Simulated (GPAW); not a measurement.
# A GW chain in GPAW: CaAlSiH (P3m1), part 2 of 2

Aim: the G0W0 gap of CaAlSiH (P3m1) on LDA, step by step.

GPAW 26.7.0; LDA and many-body steps on it, plane waves. Known limits of the many-body steps: not at the basis limit; coarse k mesh.

So far. Step 3 (Bands along the symmetry lines): The gap is 0.263 eV, as in the run before at this level. Step 4 (Empty states on the mesh, 3×3×2 mesh, 93 bands): On this mesh the gap is 0.593 eV. The earlier step found 0.263 eV, so this mesh misses an edge.

**5. Screening and self-energy, 3×3×2 mesh, 83 bands, screening to 65 eV**

G0W0 replaces the xc potential by the self-energy, built once from these orbitals. Only a window of levels is corrected, while the sums run over the empty bands that the input names.

This step: G0W0 on LDA, plane waves, PAW.

The input, run.py:

```python
import json
import numpy as np
from gpaw.mpi import world
from gpaw.response.g0w0 import G0W0

gw = G0W0('full.gpw',
    filename='gw',
    kpts=[0, 1, 2],
    bands=(7, 11),
    ecut=65,
    nbands=83,
    integrate_gamma='WS',
    ppa=True)
gw.calculate()
res = {mode: {k: v for k, v in r.items() if k != 'sigma_eskwn'}
       for mode, r in gw.all_results.items()}

if world.rank == 0:
    with open('result.json', 'w') as f:
        json.dump(res, f, default=lambda x: x.tolist())
```

The run is started by

```
$ mpirun -n 4 gpaw python run.py
```

Numbers of over 12 decimals in the logs are rounded to 6 here.

What it wrote:

```text
Using integrator: PointIntegrator
FrequencyGridDescriptor(from 0.000+0.000j to 0.000+27.211j eV, 2 points)
Nonperiodic BCs:  [False False False]
Using integrator: PointIntegrator
FrequencyGridDescriptor(from 0.000+0.000j to 0.000+27.211j eV, 2 points)
Nonperiodic BCs:  [False False False]
  ___  _ _ _
 |   || | | |
 | | || | | |
 |__ ||_____|
 |___|

BZ k-points: Symmetries present (total): 6

  [... matrices ...]
18 k-points: 3 x 3 x 2 Monkhorst-Pack grid + [0.000000,0.000000,1/4]
6 k-points in the irreducible part of the Brillouin zone
       k-points in crystal coordinates                weights
   0:     0.00000000    0.00000000    0.00000000          1/18
   1:     0.00000000    0.00000000    0.50000000          1/18
   2:     0.33333333    0.00000000    0.00000000          6/18
   3:     0.33333333    0.00000000    0.50000000          6/18
   4:     0.33333333    0.33333333    0.00000000          2/18
   5:     0.33333333    0.33333333    0.50000000          2/18

Distributing spins, k-points and bands (1 x 3 x 4) over 4 processes
Number of blocks: 1

Quasi particle states:
k-points (IBZ indices): [0, 1, 2]
Band range: (7, 11)
  [... matrices ...]
Computational parameters:
Plane wave cut-off: 65 eV
Number of bands: 83
Coulomb cutoff: None
Broadening: 0.1 eV

fxc modes: GW
Kernel: RPA
Using Godby-Needs plasmon-pole approximation:
  Fitting energy: i*E0, E0 = 1.000 Hartree
Summing all q:

Calculating screened Coulomb potential
No Coulomb truncation
FrequencyGridDescriptor(from 0.000+0.000j to 0.000+27.211j eV, 2 points)
Removing empty qpoint cache files...

Calculating chi0 body with:
    Ground state adapter containing:
    Number of spins: 1
    Number of kpoints: 18
    Number of irreducible kpoints: 6
    Number of completely occupied states: 9
    Number of partially occupied states: 9
    Occupied states memory: 2.1357421875 M / cpu

    Linear response parametrization:
    q_c: [0.0, 0.0, 0.0]
    Number of frequency points: 2
    Planewave cutoff: 65.0
    Number of bands: 83
    Number of planewaves: 85
    Broadening (eta): 1e-06
    comm.size: 4
    kncomm.size: 4
    blockcomm.size: 1

    Memory estimate of potentially large arrays:
        chi0_wGG: 0.220490 M / cpu
Integrating chi0 body.

Symmetries of q_c:
    Direct symmetries (Uq -> q): 6
    Indirect symmetries (TUq -> q): 6
In total 12 allowed symmetries.

  [... matrices ...]
6 groups of equivalent kpoints. 66.666667% reduction.

Integral kind: response function
Integrating chi0 head and wings.

Symmetries of q_c:
    Direct symmetries (Uq -> q): 6
    Indirect symmetries (TUq -> q): 6
In total 12 allowed symmetries.

  [... matrices ...]
6 groups of equivalent kpoints. 66.666667% reduction.

Integral kind: response function wings

Calculating chi0 body with:
    Ground state adapter containing:
    Number of spins: 1
    Number of kpoints: 18
    Number of irreducible kpoints: 6
    Number of completely occupied states: 9
    Number of partially occupied states: 9
    Occupied states memory: 2.1357421875 M / cpu

[... the further q-points ...]

Results:
f:      Occupation numbers
eps:     KS-eigenvalues [eV]
vxc:     KS vxc [eV]
exx:     Exact exchange [eV]
sigma:   Self-energies [eV]
dsigma:  Self-energy derivatives
Z:       Renormalization factors
qp:      QP-energies [eV]

k-point 0 (0): (0.000, 0.000, 0.000)                GW
band       f     eps     vxc     exx   sigma  dsigma       Z      qp
                                                                   GW
   7   1.000   4.304 -12.286 -13.532   1.220  -0.308   0.764   4.284
   8   1.000   4.304 -12.286 -13.532   1.219  -0.308   0.764   4.283
   9   0.000   6.671 -11.703  -6.899  -4.083  -0.293   0.773   7.229
  10   0.000   7.769 -11.337  -6.426  -4.188  -0.298   0.770   8.326

k-point 1 (1): (0.000, 0.000, 0.500)                GW
band       f     eps     vxc     exx   sigma  dsigma       Z      qp
                                                                   GW
   7   1.000   4.770 -12.549 -13.874   1.226  -0.307   0.765   4.695
   8   1.000   5.264 -11.646 -12.657   0.856  -0.296   0.771   5.144
   9   0.000   6.571 -12.278  -7.065  -4.064  -0.291   0.774   7.461
  10   0.000   6.571 -12.278  -7.065  -4.064  -0.291   0.774   7.461

k-point 2 (2): (0.333, 0.000, 0.000)                GW
band       f     eps     vxc     exx   sigma  dsigma       Z      qp
                                                                   GW
   7   1.000   3.534 -12.032 -13.872   1.628  -0.318   0.759   3.373
   8   1.000   3.955 -11.126 -12.137   0.972  -0.308   0.764   3.925
   9   0.000   5.856 -10.992  -6.589  -3.767  -0.286   0.777   6.351
  10   0.000   7.249 -11.548  -6.667  -4.112  -0.288   0.777   7.846
```

It took 12 s on 4 MPI ranks of Arm Neoverse V1, shared host; peak memory 1.2 GiB; 48 s of CPU time.

Numbers from this step:

* G0W0 gap on the points computed: 1.207 eV
* least direct G0W0 gap on the computed points: 2.317 eV
* Z at the valence top: 0.7714
* Z at the conduction bottom: 0.7774
* starting gap on the mesh: 0.5925 eV
* k of the valence top: 0, 0, 0.5
* k of the conduction bottom: 0.3333, 0, 0

The gap on the mesh goes from 0.59 eV to 1.21 eV, a correction of +0.61 eV. The start differs from the 0.26 eV found before because the two sample other k points.

Limits: finite bands, cutoff and mesh; coarse k mesh. v1 is the top filled band, c1 the lowest empty one. Levels before and after the correction, in eV, zero at the valence-band top of each column:

|  | conduction bottom | valence top |
| --- | --- | --- |
| Kohn-Sham | 0.59 | 0.00 |
| G0W0 | 1.21 | 0.00 |

```csv
,level,energy (eV)
Kohn-Sham,(0 0 0.5) v2,-0.493
Kohn-Sham,(0 0 0.5) v1,0.000
Kohn-Sham,(0 0 0.5) c1-c2,1.307
Kohn-Sham,(0.333 0 0) v2,-1.729
Kohn-Sham,(0.333 0 0) v1,-1.308
Kohn-Sham,(0.333 0 0) c1,0.593
Kohn-Sham,(0.333 0 0) c2,1.986
G0W0,(0 0 0.5) v2,-0.449
G0W0,(0 0 0.5) v1,0.000
G0W0,(0 0 0.5) c1-c2,2.317
G0W0,(0.333 0 0) v2,-1.771
G0W0,(0.333 0 0) v1,-1.219
G0W0,(0.333 0 0) c1,1.207
G0W0,(0.333 0 0) c2,2.702
```

**6. Where the time went**

Times are wall times on 4 MPI ranks of Arm Neoverse V1, shared host, good to a factor of about two.

```csv
step,time,share,memory (GiB)
ground state,9.8 s,19 %,0.69
bands along the symmetry lines,16 s,31 %,0.79
empty states on the mesh,14 s,27 %,0.69
screening and self-energy,12 s,23 %,1.2
```

**7. Summary of results**

```yaml
lda_gap: 0.26 eV, indirect
g0w0_gap_on_the_mesh: 1.21 eV
g0w0_gap_over_the_zone_rigid_shift: 0.88 eV
gw_settings: 3×3×2 mesh, 83 bands, screening to 65 eV, Godby-Needs plasmon pole
known_limits: not at the basis limit; coarse k mesh
```

G0W0 moves the gap on the mesh from 0.59 eV to 1.21 eV (+0.61 eV), with Z of 0.77 and 0.78 at the edges. The mesh misses the band edges by 0.33 eV in all; a rigid shift gives 0.88 eV for the zone. Only 3 of the mesh's irreducible points were corrected, so a valley elsewhere could overtake. Bands and cutoff are finite, so the gap is not at the basis limit. The miss can reach some tenths of an eV and take either sign; the mesh is an error of its own. These stock PAW sets were not made for GW. In the G0W0 run levels were corrected at 3 k points alone, so a gap called «on the mesh» is the least over those, and an edge elsewhere would be missed. A denser mesh or path gives a starting gap of 0.26 eV: the GW mesh misses a band edge, so its gaps are not the fundamental one. The 3×3×2 mesh is coarse for this cell, which bears on the long-range parts of exchange and screening.

[Paths, hosts, dates, memory and timing lines, banners, echoed tables and standing remarks are left out of the program output.]

[Logs are printed without paths, hosts, clocks, repeated set-up lines and the standing remarks that a program may print on its own settings, such as how far it seeks lower states.]

[Runs of the session that timed out or met a known fault of the program may be left out.]

[Hosts, paths, dates, database ids (printed as entryN), source tags and the programs' standing remarks are cut or masked in the printed files.]
